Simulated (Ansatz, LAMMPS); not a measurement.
# Zn2+ BF4- in 1,3-dioxolane and diglyme and ethylene carbonate, from a frame at 330 K (199 atoms): geometry optimisation, part 2 of 3

Aim: bring Zn2+ BF4- in 1,3-dioxolane and diglyme and ethylene carbonate, from a frame at 330 K (199 atoms) to a nearby minimum of the energy and see what moves.

Ansatz 0.2.0; Kohn-Sham DFT, RPBE+D4, PAW (set soft_2), plane waves.

The cell: 39 C, 25 O, 80 H, 10 B, 40 F and 5 Zn. The network of contacts between molecules at the start is that of the classical potential that made the cell. Sampling is at Γ alone, for a cell whose shortest periodic width is 13 Å.

So far. Step 3 (Single point at the start): Neighbours are counted within 1.34 Å (H-C), 1.72 Å (F-B), 2.38 Å (F-Zn), 1.85 Å (C-C), 1.73 Å (C-O), 2.48 Å (O-Zn).

## Step 4: Cell and atoms relaxed

The cell is relaxed with the atoms, since the starting lattice needn't suit this functional.

The input, input.yaml:

```yaml
crystal:
  lattice:
    - [13.20261, 0.0, 0.0]
    - [0.0, 13.20261, 0.0]
    - [0.0, 0.0, 13.20261]
  atoms:
    [... the 199 atom lines of step 3 ...]
kpoints:
  mp_grid: { grid: [1, 1, 1] }
hamiltonian:
  xc: rpbe
  dispersion: d4
scf:
  occupations: { method: fixed }
output:
  forces: true
relax:
  f_tol: 0.05
  max_steps: 200
  cell: {}
```

On the command line:

```console
$ ansatz run input.yaml --threads 4 --pin off --max-ram 8192MiB --backend cpu --events-out ev --progress --plain --runs-dir out
```

Numbers of over 12 decimals in the logs are rounded to 6 here.

Output:

```text
[...]
Crystal: 199 atoms, lattice volume = 2301.333 Å³
Basis set: ecut = 420 eV, 45025 PW (Γ), exchange–correlation on 180×180×180 points (8 copies of the dense FFT grid, shifted against one another)
Bands: 577, of which v1, the nominal top of the filled ones, is band 378 counted from 1 (377 counted from 0)
Symmetry: 1 space group operations
[...]
k-points: 1
[...]
SCF iter   1: F=—  HF=-75997.460882 eV  |F-HF|=—  |Δ(HF+E_count)|=         —  Δρ=6.84e-3  dr2=1.08e0  ethr=1.77e-3  ⟨swp⟩=5.0  Hψ=1801  notcnv=0  defer=197
[...]
SCF iter   3: F=—  HF=-75997.173989 eV  |F-HF|=—  |Δ(HF+E_count)|=   5.62e-2  Δρ=1.56e-3  dr2=7.12e-2  ethr=3.44e-5  ⟨swp⟩=3.0  Hψ=715  notcnv=0  defer=116
automatic band count: iteration 3 solves 496 bands in place of 577: the levels show a gap, and the empty bands left out lie too high to hold charge; the band table lists the bands solved (type scf.n_extra_bands for more)
SCF iter   4: F=—  HF=-75997.146576 eV  |F-HF|=—  |Δ(HF+E_count)|=   2.74e-2  Δρ=5.14e-4  dr2=7.51e-3  ethr=9.42e-6  ⟨swp⟩=3.0  Hψ=841  notcnv=0  defer=116
[...]
SCF iter  11: F=-75997.142193 eV  HF=-75997.142193 eV  |F-HF|=1.89e-8  |Δ(HF+E_count)|=   6.57e-8  Δρ=1.01e-6  dr2=2.31e-8  ethr=1.32e-11  ⟨swp⟩=4.0  Hψ=1541  notcnv=0
SCF 1 converged in 11 iterations: F = -75997.142193 eV  dr2 = 2.31e-8
[...]
relax step   1: F+E_penalty+E_count = -75997.14219290 eV  Δ(F+E_penalty+E_count) = +0.000e0 eV  max|allowed force component| = 6.534e0 eV/Å  Δτ_max = 0.0000 Å  P = +5.652 GPa  Ω = 2301.333 Å³  (11 SCF iters, dr2 threshold 1.00e-7 eV, accepted)
[... from here on, the SCF cycles and remarks between the steps are left out ...]
relax step   2: F+E_penalty+E_count = -76010.39810092 eV  Δ(F+E_penalty+E_count) = -1.326e1 eV  max|allowed force component| = 3.188e0 eV/Å  Δτ_max = 0.1984 Å  P = +2.127 GPa  Ω = 2385.510 Å³  energy of the carried Pulay correction = -2.332e-1 eV  (7 SCF iters, dr2 threshold 1.99e-5 eV, accepted)
relax step   3: F+E_penalty+E_count = -76015.12636534 eV  Δ(F+E_penalty+E_count) = -4.728e0 eV  max|allowed force component| = 1.356e0 eV/Å  Δτ_max = 0.1930 Å  P = +0.164 GPa  Ω = 2454.841 Å³  energy of the carried Pulay correction = -4.191e-1 eV  (7 SCF iters, dr2 threshold 1.99e-5 eV, accepted)
relax step   4: F+E_penalty+E_count = -76016.16262026 eV  Δ(F+E_penalty+E_count) = -1.036e0 eV  max|allowed force component| = 1.809e0 eV/Å  Δτ_max = 0.1914 Å  P = +0.079 GPa  Ω = 2389.912 Å³  energy of the carried Pulay correction = -2.452e-1 eV  (8 SCF iters, dr2 threshold 1.99e-5 eV, accepted)
relax step   5: F+E_penalty+E_count = -76016.65124444 eV  Δ(F+E_penalty+E_count) = -4.886e-1 eV  max|allowed force component| = 8.608e-1 eV/Å  Δτ_max = 0.1894 Å  P = -0.187 GPa  Ω = 2382.863 Å³  energy of the carried Pulay correction = -2.260e-1 eV  (8 SCF iters, dr2 threshold 1.99e-5 eV, accepted)
relax step   6: F+E_penalty+E_count = -76016.90756091 eV  Δ(F+E_penalty+E_count) = -2.563e-1 eV  max|allowed force component| = 3.932e-1 eV/Å  Δτ_max = 0.1747 Å  P = -0.387 GPa  Ω = 2380.931 Å³  energy of the carried Pulay correction = -2.208e-1 eV  (7 SCF iters, dr2 threshold 1.99e-5 eV, accepted)
relax step   7: F+E_penalty+E_count = -76017.20978244 eV  Δ(F+E_penalty+E_count) = -3.022e-1 eV  max|allowed force component| = 4.650e-1 eV/Å  Δτ_max = 0.1951 Å  P = -0.358 GPa  Ω = 2347.818 Å³  energy of the carried Pulay correction = -1.298e-1 eV  (8 SCF iters, dr2 threshold 9.66e-6 eV, accepted)
relax step   8: F+E_penalty+E_count = -76017.34860573 eV  Δ(F+E_penalty+E_count) = -1.388e-1 eV  max|allowed force component| = 3.521e-1 eV/Å  Δτ_max = 0.1908 Å  P = +0.035 GPa  Ω = 2347.518 Å³  energy of the carried Pulay correction = -1.290e-1 eV  (7 SCF iters, dr2 threshold 1.35e-5 eV, accepted)
relax step   9: F+E_penalty+E_count = -76017.47661113 eV  Δ(F+E_penalty+E_count) = -1.280e-1 eV  max|allowed force component| = 4.800e-1 eV/Å  Δτ_max = 0.1948 Å  P = -0.301 GPa  Ω = 2333.408 Å³  energy of the carried Pulay correction = -8.987e-2 eV  (8 SCF iters, dr2 threshold 7.75e-6 eV, accepted)
relax step  10: F+E_penalty+E_count = -76017.56905805 eV  Δ(F+E_penalty+E_count) = -9.245e-2 eV  max|allowed force component| = 6.381e-1 eV/Å  Δτ_max = 0.0956 Å  P = -0.028 GPa  Ω = 2325.093 Å³  energy of the carried Pulay correction = -6.669e-2 eV  (7 SCF iters, dr2 threshold 1.44e-5 eV, accepted)
relax step  11: F+E_penalty+E_count = -76017.63178128 eV  Δ(F+E_penalty+E_count) = -6.272e-2 eV  max|allowed force component| = 7.297e-1 eV/Å  Δτ_max = 0.1948 Å  P = -0.300 GPa  Ω = 2321.892 Å³  energy of the carried Pulay correction = -5.775e-2 eV  (7 SCF iters, dr2 threshold 1.99e-5 eV, accepted)
relax step  12: F+E_penalty+E_count = -76017.68332206 eV  Δ(F+E_penalty+E_count) = -5.154e-2 eV  max|allowed force component| = 2.656e-1 eV/Å  Δτ_max = 0.0918 Å  P = +0.041 GPa  Ω = 2329.950 Å³  energy of the carried Pulay correction = -8.024e-2 eV  (6 SCF iters, dr2 threshold 1.99e-5 eV, accepted)
[...]
relax step  40: F+E_penalty+E_count = -76018.50411129 eV  Δ(F+E_penalty+E_count) = -2.248e-2 eV  max|allowed force component| = 1.211e-1 eV/Å  Δτ_max = 0.1056 Å  P = -0.028 GPa  Ω = 2279.995 Å³  energy of the carried Pulay correction = +6.048e-2 eV  (6 SCF iters, dr2 threshold 1.01e-5 eV, accepted)
relax step  41: F+E_penalty+E_count = -76018.50111678 eV  Δ(F+E_penalty+E_count) = +2.995e-3 eV  max|allowed force component| = 6.585e-1 eV/Å  Δτ_max = 0.1937 Å  P = -0.136 GPa  Ω = 2279.748 Å³  energy of the carried Pulay correction = +6.119e-2 eV  (8 SCF iters, dr2 threshold 9.16e-7 eV, rejected (line search))
relax step  42: F+E_penalty+E_count = -76018.51884712 eV  Δ(F+E_penalty+E_count) = -1.474e-2 eV  max|allowed force component| = 1.548e-1 eV/Å  Δτ_max = 0.0944 Å  P = +0.032 GPa  Ω = 2279.109 Å³  energy of the carried Pulay correction = +6.301e-2 eV  (11 SCF iters, accepted)
relax step  43: F+E_penalty+E_count = -76018.52899830 eV  Δ(F+E_penalty+E_count) = -1.015e-2 eV  max|allowed force component| = 9.298e-2 eV/Å  Δτ_max = 0.0954 Å  P = -0.015 GPa  Ω = 2278.970 Å³  energy of the carried Pulay correction = +6.340e-2 eV  (7 SCF iters, dr2 threshold 1.50e-6 eV, accepted)
relax step  44: F+E_penalty+E_count = -76018.53241715 eV  Δ(F+E_penalty+E_count) = -3.419e-3 eV  max|allowed force component| = 1.881e-1 eV/Å  Δτ_max = 0.0685 Å  P = -0.038 GPa  Ω = 2278.727 Å³  energy of the carried Pulay correction = +6.409e-2 eV  (7 SCF iters, dr2 threshold 5.40e-7 eV, accepted)
relax step  45: F+E_penalty+E_count = -76018.53447857 eV  Δ(F+E_penalty+E_count) = -2.061e-3 eV  max|allowed force component| = 5.100e-2 eV/Å  Δτ_max = 0.0271 Å  P = -0.012 GPa  Ω = 2279.206 Å³  energy of the carried Pulay correction = +6.273e-2 eV  (6 SCF iters, dr2 threshold 2.21e-6 eV, accepted)
relax step  46: F+E_penalty+E_count = -76018.53869551 eV  Δ(F+E_penalty+E_count) = -4.217e-3 eV  max|allowed force component| = 3.573e-2 eV/Å  Δτ_max = 0.0774 Å  P = -0.011 GPa  Ω = 2278.653 Å³  energy of the carried Pulay correction = +6.430e-2 eV  (8 SCF iters, dr2 threshold 1.63e-7 eV, accepted)
relax step  47: F+E_penalty+E_count = -76018.46286236 eV  Δ(F+E_penalty+E_count) = +7.583e-2 eV  max|allowed force component| = 3.588e-2 eV/Å  Δτ_max = 0.0000 Å  P = -0.051 GPa  Ω = 2278.653 Å³  stress off target by 9.58e-2 GPa  SCF on the basis re-selected at this cell (its energy is not comparable with the rows above)  (6 SCF iters)
relax step  48: F+E_penalty+E_count = -76018.49830330 eV  Δ(F+E_penalty+E_count) = -3.544e-2 eV  max|allowed force component| = 2.588e-2 eV/Å  Δτ_max = 0.0281 Å  P = +0.000 GPa  Ω = 2267.701 Å³  energy of the carried Pulay correction = +3.179e-2 eV  (10 SCF iters, dr2 threshold 2.30e-8 eV, accepted)
relax step  49: F+E_penalty+E_count = -76018.50051143 eV  Δ(F+E_penalty+E_count) = -2.208e-3 eV  max|allowed force component| = 1.131e-2 eV/Å  Δτ_max = 0.0348 Å  P = +0.005 GPa  Ω = 2267.450 Å³  energy of the carried Pulay correction = +3.228e-2 eV  (10 SCF iters, accepted)
relax step  50: F+E_penalty+E_count = -76018.50420801 eV  Δ(F+E_penalty+E_count) = -3.697e-3 eV  max|allowed force component| = 1.344e-2 eV/Å  Δτ_max = 0.0517 Å  P = +0.002 GPa  Ω = 2266.674 Å³  energy of the carried Pulay correction = +3.434e-2 eV  (10 SCF iters, accepted)
relax step  51: F+E_penalty+E_count = -76018.50693056 eV  Δ(F+E_penalty+E_count) = -2.723e-3 eV  max|allowed force component| = 2.211e-2 eV/Å  Δτ_max = 0.0684 Å  P = -0.015 GPa  Ω = 2266.268 Å³  energy of the carried Pulay correction = +3.538e-2 eV  (11 SCF iters, accepted)
relax step  52: F+E_penalty+E_count = -76018.48383044 eV  Δ(F+E_penalty+E_count) = +2.310e-2 eV  max|allowed force component| = 2.168e-2 eV/Å  Δτ_max = 0.0000 Å  P = -0.028 GPa  Ω = 2266.268 Å³  stress off target by 4.62e-2 GPa  SCF on the basis re-selected at this cell (its energy is not comparable with the rows above)  (6 SCF iters)
[...]
SCF converged after 6 iterations
Free energy (F): -76018.483830 eV
[...]
Internal energy: -76018.483830 eV  (E = F + TS)
E sigma→0 (E₀):  -76018.483830 eV
Fermi energy:    0.131618 eV
[...]
--- Forces (eV/Å), atoms counted from 1 ---
  atom   1  C     -0.00902435    -0.00089678     0.00288682
  atom   2  O      0.01970385     0.00594910     0.00426960
  atom   3  C     -0.00313949    -0.00787765    -0.00776186
  atom   4  C     -0.00254639    -0.00870476     0.00436997
  atom   5  O     -0.00169269     0.01527435    -0.00237907
  atom   6  C      0.00029890    -0.00051496     0.00422412
  atom   7  C      0.00318272    -0.00390304    -0.01574906
  atom   8  O     -0.00202270     0.02048716     0.02168347
  atom   9  C      0.01224422    -0.01709157     0.00783272
  atom  10  H      0.00362577    -0.00393765     0.00573835
  atom  11  H      0.00509607    -0.00472067    -0.00160457
  atom  12  H     -0.00173249     0.00175050     0.00168868
  atom  13  H     -0.00515575    -0.00051483     0.00258268
  atom  14  H      0.00127753     0.00599991    -0.00104008
[...]
atom 198  Zn    -0.00223199     0.00502924     0.00859927
  atom 199  Zn     0.00172867     0.00544251     0.00813046
  max |Σ_I F_I| component: 1.51e-5 eV/Å
--- Stress (GPa, compression-positive) ---
       -0.029506       0.010034       0.002153
        0.010037      -0.034267      -0.011303
        0.002153      -0.011302      -0.018735
  P = ⅓ Tr σ = -0.0275 GPa (-0.275 kbar)
--- Relaxed structure (50 steps of the walk, 48 accepted, 2 SCFs on fresh bases) ---
  F+E_penalty+E_count = -76018.48383044 eV   max|allowed force component| = 2.168e-2 eV/Å   (the final SCF, on the basis selected at the relaxed cell)
  cell:  # Å, volume = 2266.2682 Å³
    - [13.109774, 0.081592, 0.026284]
    - [0.081592, 13.089136, -0.118692]
    - [0.026284, -0.118692, 13.208673]
  atoms:
    - { symbol: C, position: [0.329458, 0.879367, 0.574258] }
    - { symbol: O, position: [0.264946, 0.820458, 0.640691] }
    - { symbol: C, position: [0.312308, 0.801654, 0.738098] }
    - { symbol: C, position: [0.272790, 0.880009, 0.815381] }
[...]
- { symbol: Zn, position: [0.475559, 0.614898, 0.403835] }
```

It took 24 min on 4 threads of Arm Neoverse V2, shared host; peak memory 3.3 GiB.

Relaxation path (22 of 52):

| step | energy less that of the first step (eV) | largest force component (eV/Å) | pressure (GPa) | volume (Å³) |
| --- | --- | --- | --- | --- |
| 1 | 0.0000 | 6.5337 | 5.65 | 2301.33 |
| 3 | -17.9842 | 1.3556 | 0.16 | 2454.84 |
| 6 | -19.7654 | 0.3932 | -0.39 | 2380.93 |
| 8 | -20.2064 | 0.3521 | 0.04 | 2347.52 |
| 11 | -20.4896 | 0.7297 | -0.30 | 2321.89 |
| 13 | -20.6695 | 0.2587 | -0.03 | 2312.59 |
| 16 | -20.8524 | 0.1342 | -0.02 | 2303.95 |
| 18 | -20.8975 | 0.1887 | -0.04 | 2308.28 |
| 20 | -20.9775 | 0.2146 | -0.09 | 2301.42 |
| 23 | -21.0500 | 0.1296 | -0.07 | 2302.39 |
| 25 | -21.1405 | 0.1589 | -0.06 | 2294.61 |
| 28 | -21.1972 | 0.1033 | 0.01 | 2290.19 |
| 30 | -21.2282 | 0.2356 | -0.13 | 2286.92 |
| 33 | -21.2702 | 0.0792 | 0.01 | 2283.70 |
| 35 | -21.2855 | 0.1103 | 0.03 | 2284.16 |
| 37 | -21.3066 | 0.1936 | -0.15 | 2282.43 |
| 40 | -21.3619 | 0.1211 | -0.03 | 2280.00 |
| 42 | -21.3767 | 0.1548 | 0.03 | 2279.11 |
| 45 | -21.3923 | 0.0510 | -0.01 | 2279.21 |
| 47* | -21.3207 | 0.0359 | -0.05 | 2278.65 |
| 50 | -21.3620 | 0.0134 | 0.00 | 2266.67 |
| 52* | -21.3416 | 0.0217 | -0.03 | 2266.27 |

Relaxation steps marked * repeat the geometry before them on a plane-wave basis chosen anew for their cell, so energy and pressure can jump there. Other such steps can lie between the rows shown. Relaxation steps 27, 41 were tried and not accepted.

| cell as run | before | after | change |
| --- | --- | --- | --- |
| a (Å) | 13.203 | 13.110 | -0.7 % |
| b (Å) | 13.203 | 13.090 | -0.9 % |
| c (Å) | 13.203 | 13.209 | +0.1 % |
| α (°) | 90.00 | 91.03 | +1.1 % |
| β (°) | 90.00 | 89.77 | -0.3 % |
| γ (°) | 90.00 | 89.29 | -0.8 % |
| volume (Å³/atom) | 11.56 | 11.39 | -1.5 % |

The atoms that moved most (Å, as changes of fractional coordinates times the final cell):

| atom | dx | dy | dz | length |
| --- | --- | --- | --- | --- |
| H102 | -1.577 | 0.460 | -1.384 | 2.148 |
| H134 | -1.740 | 0.664 | 0.880 | 2.059 |
| H124 | 1.679 | -0.527 | -0.073 | 1.761 |
| H133 | -1.354 | 0.906 | 0.603 | 1.737 |
| F152 | 0.532 | 0.835 | 1.295 | 1.630 |
| F183 | 0.311 | 1.579 | -0.242 | 1.627 |
| H131 | -1.088 | -0.783 | 0.883 | 1.605 |
| H103 | -0.054 | 0.525 | -1.502 | 1.592 |

The relaxation changed the energy by -107 meV/atom, and atoms moved by 0.84 Å r.m.s., 2.1 Å at most.

## Step 5: Local order after relaxation

Bonds before and after, by the cutoffs listed below:

| pair | bonds before | bonds after | mean before (Å) | mean after (Å) | spread before (Å) | spread after (Å) |
| --- | --- | --- | --- | --- | --- | --- |
| H-C | 80 | 80 | 1.100 | 1.096 | 0.032 | 0.004 |
| F-B | 40 | 40 | 1.413 | 1.425 | 0.034 | 0.043 |
| F-Zn | 17 | 17 | 1.881 | 2.121 | 0.120 | 0.069 |
| C-C | 13 | 13 | 1.499 | 1.522 | 0.032 | 0.008 |
| C-O | 47 | 47 | 1.416 | 1.423 | 0.066 | 0.066 |
| O-Zn | 13 | 13 | 1.892 | 2.101 | 0.080 | 0.056 |

Density 1.57 g/cm³, 11.39 Å³ an atom.

Pair distribution functions g(r), in bins of 0.2 Å:

| r (Å) | total | H-H | H-F | H-C | H-O | H-B | H-Zn |
| --- | --- | --- | --- | --- | --- | --- | --- |
| 1.00 | 2.68 | 0.00 | 0.00 | 17.00 | 0.00 | 0.00 | 0.00 |
| 1.20 | 0.52 | 0.00 | 0.00 | 2.74 | 0.00 | 0.00 | 0.00 |
| 1.40 | 1.83 | 0.00 | 0.00 | 0.00 | 0.00 | 0.00 | 0.00 |
| 1.60 | 0.29 | 0.00 | 0.00 | 0.00 | 0.00 | 0.00 | 0.00 |
| 1.80 | 0.74 | 4.61 | 0.00 | 0.00 | 0.00 | 0.00 | 0.00 |
| 2.00 | 0.93 | 0.00 | 0.00 | 0.00 | 7.55 | 0.00 | 0.00 |
| 2.20 | 1.01 | 0.33 | 0.05 | 3.16 | 1.20 | 0.00 | 0.00 |
| 2.40 | 1.30 | 1.88 | 0.95 | 0.14 | 0.08 | 0.00 | 0.00 |
| 2.60 | 0.73 | 1.52 | 0.87 | 1.41 | 1.06 | 0.00 | 0.00 |
| 2.80 | 0.81 | 0.85 | 1.35 | 0.73 | 1.97 | 0.14 | 0.27 |
| 3.00 | 0.91 | 1.14 | 1.14 | 0.72 | 0.60 | 0.99 | 0.74 |
| 3.20 | 1.00 | 0.66 | 0.88 | 1.21 | 0.88 | 1.77 | 2.92 |
| 3.40 | 0.84 | 0.63 | 0.46 | 0.99 | 1.03 | 0.79 | 1.57 |
| 3.60 | 0.86 | 1.04 | 0.61 | 0.80 | 0.56 | 1.29 | 1.58 |
| 3.80 | 0.89 | 0.94 | 1.04 | 0.71 | 0.65 | 1.57 | 0.76 |
| 4.00 | 1.07 | 0.98 | 0.93 | 1.13 | 0.96 | 1.57 | 1.99 |
| 4.20 | 1.12 | 1.10 | 1.21 | 0.91 | 1.02 | 0.84 | 0.53 |
| 4.40 | 1.01 | 0.91 | 1.15 | 0.97 | 1.03 | 0.87 | 0.47 |
| 4.60 | 1.06 | 1.27 | 1.25 | 0.89 | 1.39 | 0.96 | 0.64 |
| 4.80 | 1.05 | 1.04 | 1.05 | 1.08 | 1.05 | 1.52 | 1.07 |
| 5.00 | 1.10 | 0.88 | 1.24 | 1.25 | 1.18 | 0.86 | 0.62 |
| 5.20 | 1.00 | 0.90 | 0.98 | 0.91 | 1.01 | 0.92 | 0.42 |
| 5.40 | 1.00 | 1.08 | 0.94 | 0.87 | 0.99 | 0.99 | 0.92 |
| 5.60 | 0.97 | 1.04 | 0.82 | 1.06 | 0.90 | 1.04 | 1.09 |
| 5.80 | 0.94 | 0.85 | 0.97 | 1.11 | 0.93 | 0.90 | 0.87 |
| 6.00 | 1.06 | 1.00 | 1.19 | 1.13 | 0.91 | 1.19 | 1.70 |
| 6.20 | 1.00 | 0.92 | 1.08 | 0.98 | 0.97 | 1.19 | 1.46 |
| 6.40 | 1.02 | 1.01 | 1.14 | 1.02 | 1.09 | 0.80 | 1.44 |

Bonds by pair of elements; cutoffs follow the first minimum of g(r), held within bounds set by covalent radii, and pairs that aren't listed don't count as bonded:

| pair A-B | cutoff (Å) | bonds | mean length (Å) | spread (Å) | shortest (Å) | B about A | A about B |
| --- | --- | --- | --- | --- | --- | --- | --- |
| H-C | 1.34 | 80 | 1.10 | 0.004 | 1.09 | 1 | 2.05 |
| F-B | 1.72 | 40 | 1.43 | 0.043 | 1.37 | 1 | 4 |
| F-Zn | 2.38 | 17 | 2.12 | 0.069 | 2.03 | 0.425 | 3.4 |
| C-C | 1.85 | 13 | 1.52 | 0.008 | 1.51 | 0.667 | 0.667 |
| C-O | 1.73 | 47 | 1.42 | 0.066 | 1.21 | 1.21 | 1.88 |
| O-Zn | 2.5 | 13 | 2.10 | 0.056 | 2 | 0.52 | 2.6 |

How many atoms have how many bonded neighbours:

| element | mean | 1 | 2 | 3 | 4 | 6 |
| --- | --- | --- | --- | --- | --- | --- |
| B | 4 | 0 | 0 | 0 | 10 | 0 |
| C | 3.92 | 0 | 0 | 3 | 36 | 0 |
| F | 1.43 | 23 | 17 | 0 | 0 | 0 |
| H | 1 | 80 | 0 | 0 | 0 | 0 |
| O | 2.4 | 1 | 13 | 11 | 0 | 0 |
| Zn | 6 | 0 | 0 | 0 | 0 | 5 |

Bond angles, per cent of each kind in bins of 5°:

| angle (°) | H-C-O | F-B-F | H-C-H | C-C-H | F-Zn-F |
| --- | --- | --- | --- | --- | --- |
| 60–65 | 0.0 | 0.0 | 0.0 | 0.0 | 6.9 |
| 65–70 | 0.0 | 0.0 | 0.0 | 0.0 | 0.0 |
| 70–75 | 0.0 | 0.0 | 0.0 | 0.0 | 0.0 |
| 75–80 | 0.0 | 0.0 | 0.0 | 0.0 | 0.0 |
| 80–85 | 0.0 | 0.0 | 0.0 | 0.0 | 17.2 |
| 85–90 | 0.0 | 0.0 | 0.0 | 0.0 | 17.2 |
| 90–95 | 0.0 | 0.0 | 0.0 | 0.0 | 20.7 |
| 95–100 | 0.0 | 0.0 | 0.0 | 0.0 | 6.9 |
| 100–105 | 0.0 | 5.0 | 0.0 | 0.0 | 10.3 |
| 105–110 | 77.4 | 51.7 | 51.9 | 17.3 | 0.0 |
| 110–115 | 22.6 | 43.3 | 48.1 | 82.7 | 0.0 |
| 115–120 | 0.0 | 0.0 | 0.0 | 0.0 | 0.0 |
| 120–125 | 0.0 | 0.0 | 0.0 | 0.0 | 0.0 |
| 125–130 | 0.0 | 0.0 | 0.0 | 0.0 | 0.0 |
| 130–135 | 0.0 | 0.0 | 0.0 | 0.0 | 0.0 |
| 135–140 | 0.0 | 0.0 | 0.0 | 0.0 | 0.0 |
| 140–145 | 0.0 | 0.0 | 0.0 | 0.0 | 3.5 |
| 145–150 | 0.0 | 0.0 | 0.0 | 0.0 | 0.0 |
| 150–155 | 0.0 | 0.0 | 0.0 | 0.0 | 0.0 |
| 155–160 | 0.0 | 0.0 | 0.0 | 0.0 | 3.5 |
| 160–165 | 0.0 | 0.0 | 0.0 | 0.0 | 3.5 |
| 165–170 | 0.0 | 0.0 | 0.0 | 0.0 | 0.0 |
| 170–175 | 0.0 | 0.0 | 0.0 | 0.0 | 3.5 |
| 175–180 | 0.0 | 0.0 | 0.0 | 0.0 | 6.9 |

Bond angles (no mean is given where the spread exceeds 20°):

| angle | count | mean (°) | spread (°) |
| --- | --- | --- | --- |
| H-C-O | 84 | 109 | 1.6 |
| F-B-F | 60 | 109 | 2.8 |
| H-C-H | 52 | 110 | 1 |
| C-C-H | 52 | 112 | 1.7 |
| F-Zn-F | 29 | - | - |

Bond length by coordination (bonds to H left out):

| element | coordination | atoms | mean bond length (Å) |
| --- | --- | --- | --- |
| C | 3 | 3 | 1.30 |
| C | 4 | 36 | 1.48 |
| F | 1 | 23 | 1.39 |
| F | 2 | 17 | 1.80 |
| O | 1 | 1 | 1.21 |
| O | 2 | 13 | 1.45 |
| O | 3 | 11 | 1.68 |

Rings of the network by King's shortest-path rule, up to 12 atoms, one path for each pair of neighbours; H, halogens, alkali and alkaline-earth atoms are left out, and the last column divides by all other atoms, bonded or not:

| ring size (atoms) | rings | per network atom |
| --- | --- | --- |
| 5 | 10 | 0.127 |
| 8 | 2 | 0.025 |

With the cutoffs above, all B atoms have 4, 92 % of C atoms have 4, 58 % of F atoms have 1 and all H atoms have 1 bonded neighbour. The H-C-O angle averages 109° with a spread of 1.6°. Rings of 5 atoms are the most common (83 % of those counted); sizes run from 5 to 8.

(Part 2 of 3 ends here.)

[Logs are printed without paths, hosts, clocks, repeated set-up lines and the standing remarks that a program may print on its own settings, such as how far it seeks lower states.]

[Hosts, paths, dates, database ids (printed as entryN), source tags and the programs' standing remarks are cut or masked in the printed files.]
